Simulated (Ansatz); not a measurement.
# GaN (F-43m):Mo_Ga, thermodynamic levels from a 54-atom cell

Aim: at which Fermi levels does Mo_Ga in GaN (F-43m) change its charge? The model is a cell of 54 host atoms with 1 Ga taken out and 1 Mo put in.

Program: Ansatz 0.2.0. Level of theory: place-levels on r2SCAN runs: charge-transition levels and formation energies with image-charge correction and potential alignment at the atomic sites; PAW set soft_1. Results are calculated unless marked as measured.

## (1) The structure

The cell holds 54 atoms: 26 Ga, 27 N and 1 Mo. Its edges and angles: a = 9.542 Å, b = 9.542 Å, c = 9.542 Å, α = 60.0°, β = 60.0°, γ = 60.0°. It derives from GaN (space group F-43m). Nearest the centre at fractional (0.333, 0.667, 0.667): Mo35 at 0.00 Å, N30 at 1.95 Å, N18 at 1.95 Å, N34 at 1.95 Å, N36 at 1.95 Å, Ga33 at 3.18 Å, Ga17 at 3.18 Å, Ga29 at 3.18 Å.

As a file:

```xyz
54
Lattice="0.0000 6.7473 6.7473 6.7473 0.0000 6.7473 6.7473 6.7473 0.0000" Properties=species:S:1:pos:R:3 pbc="T T T"
Ga    0.0000    0.0000    0.0000
N     1.1245    1.1245    1.1245
Ga    2.2491    2.2491    0.0000
N     3.3736    3.3736    1.1245
Ga    4.4982    4.4982    0.0000
N     5.6227    5.6227    1.1245
Ga    2.2491    0.0000    2.2491
N     3.3736    1.1245    3.3736
Ga    4.4982    2.2491    2.2491
N     5.6227    3.3736    3.3736
Ga    6.7473    4.4982    2.2491
N     7.8718    5.6227    3.3736
Ga    4.4982    0.0000    4.4982
N     5.6227    1.1245    5.6227
Ga    6.7473    2.2491    4.4982
N     7.8718    3.3736    5.6227
Ga    8.9964    4.4982    4.4982
N    10.1209    5.6227    5.6227
Ga    0.0000    2.2491    2.2491
N     1.1245    3.3736    3.3736
Ga    2.2491    4.4982    2.2491
N     3.3736    5.6227    3.3736
Ga    4.4982    6.7473    2.2491
N     5.6227    7.8718    3.3736
Ga    2.2491    2.2491    4.4982
N     3.3736    3.3736    5.6227
Ga    4.4982    4.4982    4.4982
N     5.6227    5.6227    5.6227
Ga    6.7473    6.7473    4.4982
N     7.8718    7.8718    5.6227
Ga    4.4982    2.2491    6.7473
N     5.6227    3.3736    7.8718
Ga    6.7473    4.4982    6.7473
N     7.8718    5.6227    7.8718
Mo    8.9964    6.7473    6.7473
N    10.1209    7.8718    7.8718
Ga    0.0000    4.4982    4.4982
N     1.1245    5.6227    5.6227
Ga    2.2491    6.7473    4.4982
N     3.3736    7.8718    5.6227
Ga    4.4982    8.9964    4.4982
N     5.6227   10.1209    5.6227
Ga    2.2491    4.4982    6.7473
N     3.3736    5.6227    7.8718
Ga    4.4982    6.7473    6.7473
N     5.6227    7.8718    7.8718
Ga    6.7473    8.9964    6.7473
N     7.8718   10.1209    7.8718
Ga    4.4982    4.4982    8.9964
N     5.6227    5.6227   10.1209
Ga    6.7473    6.7473    8.9964
N     7.8718    7.8718   10.1209
Ga    8.9964    8.9964    8.9964
N    10.1209   10.1209   10.1209
```

The host's dielectric constants go in as inputs: 6.00 for the electrons alone, 10.56 with the ions, computed on the host (DFPT, PBEsol, on the r2SCAN cell), and a cell off the functional's own equilibrium shifts the ionic part.

The cell's shortest repeat is 9.5 Å.

## (2) The runs of each charge state

Levels follow from differences of total energies between charge states, each relaxed by itself.

Random displacements of about 0.05 Å break the site symmetry at the start, so that the relaxation can reach a distorted minimum if there is one. Forces are taken on a 2×2×2 shifted mesh. The cell holds 1 electron more than the neutral one, with a uniform background that keeps it neutral on the whole.

The sampling was tested on the host first: at the k-points planned (1x1x1 shifted 0.25 0.25 0.25) its energy lies 0.067 eV an atom from the dense-mesh value, so the final energies take a denser sampling.

One state's input; the others differ in charge, spin, start and seed, and in occupations where the table says so.

qm1.relax/input.yaml reads:

```yaml
crystal:
  lattice:
    - [0.0, 6.74729083, 6.74729083]
    - [6.74729083, 0.0, 6.74729083]
    - [6.74729083, 6.74729083, 0.0]
  atoms:
    - { symbol: Ga, position: [0.0, 0.0, 0.0] }
    - { symbol: "N", position: [0.08333333, 0.08333333, 0.08333333] }
    - { symbol: Ga, position: [0.0, 0.0, 0.33333333] }
    - { symbol: "N", position: [0.08333333, 0.08333333, 0.41666667] }
    - { symbol: Ga, position: [0.0, 0.0, 0.66666667] }
    - { symbol: "N", position: [0.08333333, 0.08333333, 0.75] }
    - { symbol: Ga, position: [0.0, 0.33333333, 0.0] }
    - { symbol: "N", position: [0.08333333, 0.41666667, 0.08333333] }
    - { symbol: Ga, position: [0.0, 0.33333333, 0.33333333] }
    - { symbol: "N", position: [0.08333333, 0.41666667, 0.41666667] }
    - { symbol: Ga, position: [0.0, 0.33333333, 0.66666667] }
    - { symbol: "N", position: [0.08333333, 0.41666667, 0.75] }
    - { symbol: Ga, position: [0.0, 0.66666667, 0.0] }
    - { symbol: "N", position: [0.08333333, 0.75, 0.08333333] }
    - { symbol: Ga, position: [0.0, 0.66666667, 0.33333333] }
    - { symbol: "N", position: [0.08333333, 0.75, 0.41666667] }
    - { symbol: Ga, position: [0.0, 0.66666667, 0.66666667] }
    - { symbol: "N", position: [0.08333333, 0.75, 0.75] }
    - { symbol: Ga, position: [0.33333333, 0.0, 0.0] }
    - { symbol: "N", position: [0.41666667, 0.08333333, 0.08333333] }
    - { symbol: Ga, position: [0.33333333, 0.0, 0.33333333] }
    - { symbol: "N", position: [0.41666667, 0.08333333, 0.41666667] }
    - { symbol: Ga, position: [0.33333333, 0.0, 0.66666667] }
    - { symbol: "N", position: [0.41666667, 0.08333333, 0.75] }
    - { symbol: Ga, position: [0.33333333, 0.33333333, 0.0] }
    - { symbol: "N", position: [0.41666667, 0.41666667, 0.08333333] }
    - { symbol: Ga, position: [0.33333333, 0.33333333, 0.33333333] }
    - { symbol: "N", position: [0.41666667, 0.41666667, 0.41666667] }
    - { symbol: Ga, position: [0.33333333, 0.33333333, 0.66666667] }
    - { symbol: "N", position: [0.41666667, 0.41666667, 0.75] }
    - { symbol: Ga, position: [0.33333333, 0.66666667, 0.0] }
    - { symbol: "N", position: [0.41666667, 0.75, 0.08333333] }
    - { symbol: Ga, position: [0.33333333, 0.66666667, 0.33333333] }
    - { symbol: "N", position: [0.41666667, 0.75, 0.41666667] }
    - { symbol: Mo, position: [0.33333333, 0.66666667, 0.66666667] }
    - { symbol: "N", position: [0.41666667, 0.75, 0.75] }
    - { symbol: Ga, position: [0.66666667, 0.0, 0.0] }
    - { symbol: "N", position: [0.75, 0.08333333, 0.08333333] }
    - { symbol: Ga, position: [0.66666667, 0.0, 0.33333333] }
    - { symbol: "N", position: [0.75, 0.08333333, 0.41666667] }
    - { symbol: Ga, position: [0.66666667, 0.0, 0.66666667] }
    - { symbol: "N", position: [0.75, 0.08333333, 0.75] }
    - { symbol: Ga, position: [0.66666667, 0.33333333, 0.0] }
    - { symbol: "N", position: [0.75, 0.41666667, 0.08333333] }
    - { symbol: Ga, position: [0.66666667, 0.33333333, 0.33333333] }
    - { symbol: "N", position: [0.75, 0.41666667, 0.41666667] }
    - { symbol: Ga, position: [0.66666667, 0.33333333, 0.66666667] }
    - { symbol: "N", position: [0.75, 0.41666667, 0.75] }
    - { symbol: Ga, position: [0.66666667, 0.66666667, 0.0] }
    - { symbol: "N", position: [0.75, 0.75, 0.08333333] }
    - { symbol: Ga, position: [0.66666667, 0.66666667, 0.33333333] }
    - { symbol: "N", position: [0.75, 0.75, 0.41666667] }
    - { symbol: Ga, position: [0.66666667, 0.66666667, 0.66666667] }
    - { symbol: "N", position: [0.75, 0.75, 0.75] }
  host:
    repeats: [3, 3, 3]
    atoms:
      - { symbol: Ga, position: [0.0, 0.0, 0.0] }
      - { symbol: "N", position: [0.25, 0.25, 0.25] }
total_charge: -1
basis:
  ecutwfc: 500
  xc_grid: 2
hamiltonian:
  xc: r2scan
  pseudopotentials: { kind: paw, azcp: { folder: soft_1 } }
kpoints:
  mp_grid: { grid: [2, 2, 2], shift: [0.5, 0.5, 0.5] }
scf:
  occupations: { method: fixed }
  max_iter: 60
output:
  forces: true
  charged_corrections:
    epsilon: 6.0
    static_epsilon: 10.56
    defect_position: [0.333333, 0.666667, 0.666667]
relax:
  f_tol: 0.02
  max_steps: 80
  random_displacement: { amplitude: 0.05, seed: 3285 }
checkpoint:
  write: "../qm1.relax.run"
  compress: false
  write_wavefunctions: true
  write_every: 100000
```

Launch:

```
> ansatz run input.yaml --threads 8 --pin off --max-ram 15073MiB --backend cpu --events-out ev --progress --plain --runs-dir out
```

The run of this state that the levels use, under r2SCAN:

qm1.point/input.yaml reads:

```yaml
crystal:
  checkpoint: "../qm1.relax.run"
  host: checkpoint
total_charge: -1
basis:
  ecutwfc: 500
  xc_grid: 2
hamiltonian:
  xc: r2scan
  pseudopotentials: { kind: paw, azcp: { folder: soft_1 } }
kpoints:
  mp_grid: { grid: [2, 2, 2], shift: [0.5, 0.5, 0.5] }
scf:
  occupations: { method: fermi_dirac, width: 0.01 }
  max_iter: 60
output:
  forces: true
  eigenvalues: true
  charged_corrections:
    epsilon: 6.0
    static_epsilon: 10.56
    defect_position: [0.333333, 0.666667, 0.666667]
  eigenstates: { localisation: true }
  populations: true
  band_densities: [{ bands: [v1, v1] }, { bands: [c1, c1] }]
  write_density: true
  write_potential: true
  volumetric_format: npy
  elf: true
checkpoint:
  read: "../qm1.relax.run"
  write: "../qm1.point.run"
  compress: false
  write_wavefunctions: false
  write_every: 100000
```

Relaxations under r2SCAN at a 2×2×2 shifted mesh; times on 8 threads of Arm Neoverse V2, shared host:

```
charge  moment (μB)  occupations        outcome  steps  largest displacement against the far atoms (Å)     time
    −1            0        fixed      converged     11                                            0.21  5.4 min
    −1            4        fixed      converged      6                                            0.19  6.3 min
    −1            2        fixed        timeout     19                                               -   17 min
     0            1        fixed      converged     10                                            0.17   12 min
     0            3        fixed      converged      7                                            0.08  7.2 min
    +1            0        fixed  not converged      2                                               -  2.8 min
    +1            0  fermi-dirac      converged      5                                            0.04  2.5 min
    +1            2        fixed      converged      5                                            0.04  5.3 min
    +2            1        fixed      converged     12                                            0.07   14 min
```

Single points under r2SCAN at a 2×2×2 shifted mesh; times on 8 threads of Arm Neoverse V2, shared host:

```
charge  moment (μB)  occupations    outcome  time
    −1            0  fermi-dirac  converged  38 s
    −1            4  fermi-dirac  converged  59 s
     0            1  fermi-dirac  converged  97 s
     0            3  fermi-dirac  converged  53 s
    +1            0  fermi-dirac  converged  25 s
    +1            2  fermi-dirac  converged  53 s
    +2            1  fermi-dirac  converged  55 s
```

Distances (Å) from Mo35 to the nearest atoms after relaxation with r2SCAN:

```
charge  moment (μB)      1.      2.      3.      4.       5.       6.
    −1            0  N 1.98  N 1.99  N 2.11  N 2.12  Ga 3.07  Ga 3.07
    −1            4  N 2.05  N 2.05  N 2.05  N 2.21  Ga 3.01  Ga 3.01
     0            1  N 1.97  N 1.97  N 2.07  N 2.09  Ga 3.10  Ga 3.10
     0            3  N 2.01  N 2.03  N 2.03  N 2.03  Ga 3.19  Ga 3.19
    +1            0  N 1.97  N 1.97  N 1.97  N 1.97  Ga 3.21  Ga 3.21
    +1            2  N 1.98  N 1.99  N 1.99  N 1.99  Ga 3.22  Ga 3.22
    +2            1  N 1.92  N 1.93  N 1.93  N 1.93  Ga 3.23  Ga 3.23
```

(Continued in part 2 of 2.)

[Logs are printed without paths, hosts, clocks, repeated set-up lines and the standing remarks that a program may print on its own settings, such as how far it seeks lower states.]

[Hosts, paths, dates, database ids (printed as entryN), source tags and the programs' standing remarks are cut or masked in the printed files.]

[Where a table of states has a column of steps, it counts the stored structures, which are thinned; the runs took as many ionic steps or more.]

[A defect's name tells the site on which it was built; relaxed atoms can leave that site.]

[For some hosts the program warned that the k-mesh of the response run may be too coarse for force constants and the static dielectric constant; such warnings are not shown here.]
